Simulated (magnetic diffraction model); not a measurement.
**Moment size from magnetic intensity in YbZn₂SbO₆**

Space group Fm-3m (no. 225), a = 8.0370 Å.

| site | atom | x | y | z |
| --- | --- | --- | --- | --- |
| 4b | Yb | 1/2 | 0 | 0 |
| 4a | Sb | 0 | 0 | 0 |
| 8c | Zn | 1/4 | 1/4 | 3/4 |
| 24e | O | 0.7692 | 0 | 0 |

This is a made-up structure (elements placed in a structure type, unrelaxed), so the numbers test the method and describe no known phase.

Only Yb is taken to order (form factors of Yb3+); orders and moment sizes are assumed, and not adapted to the symmetry. Radiation: neutrons of λ = 2.41 Å, 1.5° to 80°; isotropic B of 0.41 Å² (Yb), 0.57 Å² (Sb), 0.56 Å² (Zn) and 0.8 Å² (O). The intensities are simulated: I ∝ L Σ (|F_N|² + |F_M⊥|²) for unpolarised neutrons, with F_M = 2.695 fm/μB × Σ f(s) S exp(2πi Q·r) exp(−B s²) at Q = H ± k (one set where k and −k are equivalent), only the part normal to Q counting and L = 1/(sin²θ cos θ). For a modulated order the moment at position r is S exp(−2πi k·r) + c.c., with S = m/2 for a sine wave of amplitude m and S = m(u + iv)/2 for moments turning in a plane, u and v being orthogonal unit vectors in it; the phase factor of the sum at Q = H + k is then exp(2πi H·r). Form factors are spin-only for 3d ions and dipole or tabulated for f ions, scattering lengths are Sears's of 1992, and absorption is left out. A label names one of the reflections at its angle. The strongest nuclear line in the range is 100, and lines under 0.2 are left out.

In a first state the assumed order is k = (0 0 1/4), moments turning in the plane of [100] and [010], 3.1 μB on Yb, with this pattern:

| 2θ (°) | index | nuclear | magnetic |
| --- | --- | --- | --- |
| 4.30 | (0 0 1/4) | 0.0 | 65.3 |
| 27.77 | (1 1 3/4) | 0.0 | 3.7 |
| 30.10 | (1 1 1) | 1.2 | 0.0 |
| 30.42 | (0 0 7/4) | 0.0 | 1.3 |
| 32.88 | (1 1 5/4) | 0.0 | 3.1 |
| 34.90 | (2 0 0) | 31.2 | 0.0 |
| 35.18 | (2 0 1/4) | 0.0 | 1.9 |
| 39.43 | (0 0 9/4) | 0.0 | 0.7 |
| 46.96 | (2 0 7/4) | 0.0 | 1.5 |
| 50.18 | (2 2 0) | 32.3 | 0.0 |
| 50.39 | (2 2 1/4) | 0.0 | 0.9 |
| 53.66 | (2 0 9/4) | 0.0 | 1.2 |
| 55.24 | (1 1 11/4) | 0.0 | 1.3 |
| 58.32 | (3 1 3/4) | 0.0 | 1.4 |
| 59.64 | (3 1 1) | 9.6 | 0.0 |
| 59.83 | (2 2 7/4) | 0.0 | 0.8 |
(The table stops after 16 lines; 9 more lie at higher angle.)

**Question.** Nearer the ordering temperature the line at 4.30° has total intensity 5.9 on the same scale, and all moments have shrunk alike. How large is the Yb moment?

The nuclear part, 0.0, stays, so the magnetic part is 5.9 against 65.3. It goes as m², so m = 3.1 × √(5.9/65.3) = 0.93 μB; the value used was 0.93 μB.
